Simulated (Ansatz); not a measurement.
# SiBi (built on the sites of a database entry of SnSb): the cell at rest

Task: relax SiBi (built on the sites of a database entry of SnSb) tightly.

Main program and level: Ansatz 0.2.0; DFT PBEsol, scalar-relativistic, plane waves, PAW.

This is a report of a sequence of runs, with most program output left out.

The structure was built from a prototype and need not be the compound's stable phase.

## (1) Starting point

Symmetry: Fm-3m, No. 225, cubic system. Conventional cell: a = 5.885 Å, b = 5.885 Å, c = 5.885 Å, α = 90.00°, β = 90.00°, γ = 90.00°. Nearest to Si lie 6 Bi at 2.94 Å. Nearest to Bi lie 6 Si at 2.94 Å. Farther neighbours are not listed.

## (2) A coarse first look

First a cheap look: the gap decides the mesh and the occupations, the pressure tells how far the cell has to move.

File input.yaml:

```yaml
crystal:
  lattice:
    - [0.0, 2.9425, 2.9425]
    - [2.9425, 0.0, 2.9425]
    - [2.9425, 2.9425, 0.0]
  atoms:
    - { symbol: Si, position: [0.0, 0.0, 0.0] }
    - { symbol: Bi, position: [0.5, 0.5, 0.5] }
kpoints:
  mp_grid: { grid: [6, 6, 6] }
hamiltonian:
  xc: pbesol
scf:
  occupations: { method: gaussian, width: 0.1 }
output:
  forces: true
  stress: true
  eigenvalues: true
```

Started as:

```sh
> ansatz run input.yaml --threads 4 --pin off --max-ram 7168MiB --backend cpu --events-out ev --progress --plain --runs-dir out
```

Wall time 0.44 s (4 threads of Arm Neoverse V1, shared host); peak memory 0.3 GiB.

Numbers from this step:

| Item | Value |
| --- | --- |
| pressure | -3.047 GPa |
| volume per atom | 25.48 Å³ |
| gap on the k-mesh | 0 eV |

The coarse mesh shows no gap and a pressure of -3.0 GPa.

## (3) Bringing the structure to rest

Harmonic phonons are second derivatives at a point where the forces vanish, and they are wanted at zero stress, so atoms and cell are relaxed first.

input.yaml, the sections that differ from step 2:

```yaml
kpoints:
  mp_grid: { grid: [12, 12, 12] }
relax:
  adjacent_minimum: "off"
  f_tol: 0.005
  max_steps: 80
  cell: { stress_tol: 0.05 }
# crystal, hamiltonian, scf, output: as in step 2
```

Run time: 4.3 s. Hardware: 4 threads; peak memory 0.39 GiB; 16 s of CPU time.

The steps of the relaxation:

| step | energy less that of the first step (eV) | largest force component (eV/Å) | pressure (GPa) | volume (Å³) |
| --- | --- | --- | --- | --- |
| 1 | 0.0000 | 0.0000 | -2.76 | 50.95 |
| 2 | -0.0098 | 0.0000 | 2.33 | 47.22 |
| 3 | -0.0202 | 0.0000 | -0.17 | 48.86 |
| 4 | -0.0203 | 0.0000 | -0.01 | 48.74 |
| 5* | -0.0199 | 0.0000 | -0.01 | 48.74 |

Relaxation steps marked * repeat the geometry before them on a plane-wave basis chosen anew for their cell, so energy and pressure can jump there.

The run keeps the 48 symmetry operations that it works with, so distortions that break them were not tested.

```csv
"conventional cell, symmetrised",before,after,change
a (Å),5.885,5.799,-1.5 %
b (Å),5.885,5.799,-1.5 %
c (Å),5.885,5.799,-1.5 %
volume (Å³/atom),25.48,24.37,-4.3 %
```

The relaxed structure:

```xyz
2
Lattice="0.0000 2.8993 2.8993 2.8993 0.0000 2.8993 2.8993 2.8993 0.0000" Properties=species:S:1:pos:R:3 pbc="T T T"
Si    0.0000    0.0000    0.0000
Bi    2.8993    2.8993    2.8993
```

This step gave:

* pressure: -0.01014 GPa
* volume per atom: 24.37 Å³

In this step the volume went from 25.48 to 24.37 Å³/atom.

## (4) Tight relaxation

Phonons need a cell at rest on their own settings, so the relaxation is repeated with tight tolerances on forces and stress on the k mesh and occupations of the first response run.

input.yaml, the sections that differ from step 3:

```yaml
crystal:
  lattice:
    - [0.0, 2.8993116848, 2.8993116848]
    - [2.8993116848, 0.0, 2.8993116848]
    - [2.8993116848, 2.8993116848, 0.0]
  atoms:
    - { symbol: Si, position: [0.0, 0.0, 0.0] }
    - { symbol: Bi, position: [0.5, 0.5, 0.5] }
scf:
  occupations: { method: methfessel_paxton, width: 0.15 }
relax:
  adjacent_minimum: "off"
  f_tol: 0.001
  max_steps: 60
  cell: { stress_tol: 0.01 }
# kpoints, hamiltonian, output: as in step 3
```

Wall time 3.4 s (4 threads); peak memory 0.38 GiB; 12 s of CPU time.

Little changed from the start: no atom moved by 0.005 Å and no cell edge by 0.1 %.

This step gave:

```
pressure : -7.42e-5 GPa
```

The forces vanish by symmetry and the pressure is 0.000 GPa, within the tolerances set. The cell now holds 24.37 Å³/atom.

## (5) Results

```yaml
space_group_after_relaxation_within_0p01_a: Fm-3m
lattice_constant_a: 5.798 Å
lattice_constant_b: 5.798 Å
lattice_constant_c: 5.798 Å
volume_per_atom: 24.4 Å³
```

The forces vanish by symmetry and the pressure is 0.000 GPa, within the tolerances set. The cell now holds 24.37 Å³/atom. The relaxation keeps the symmetry of its start, so it says nothing on stability against lower symmetry. The runs are without spin polarisation, although the cell has an odd electron count. Spin-orbit coupling is left out, which can matter for the heavy elements here. The starting cell was built on a prototype and not taken from a measurement, so the phase need not exist.

[Logs are printed without paths, hosts, clocks, repeated set-up lines and the standing remarks that a program may print on its own settings, such as how far it seeks lower states.]

[Hosts, paths, dates, database ids (printed as entryN), source tags and the programs' standing remarks are cut or masked in the printed files.]
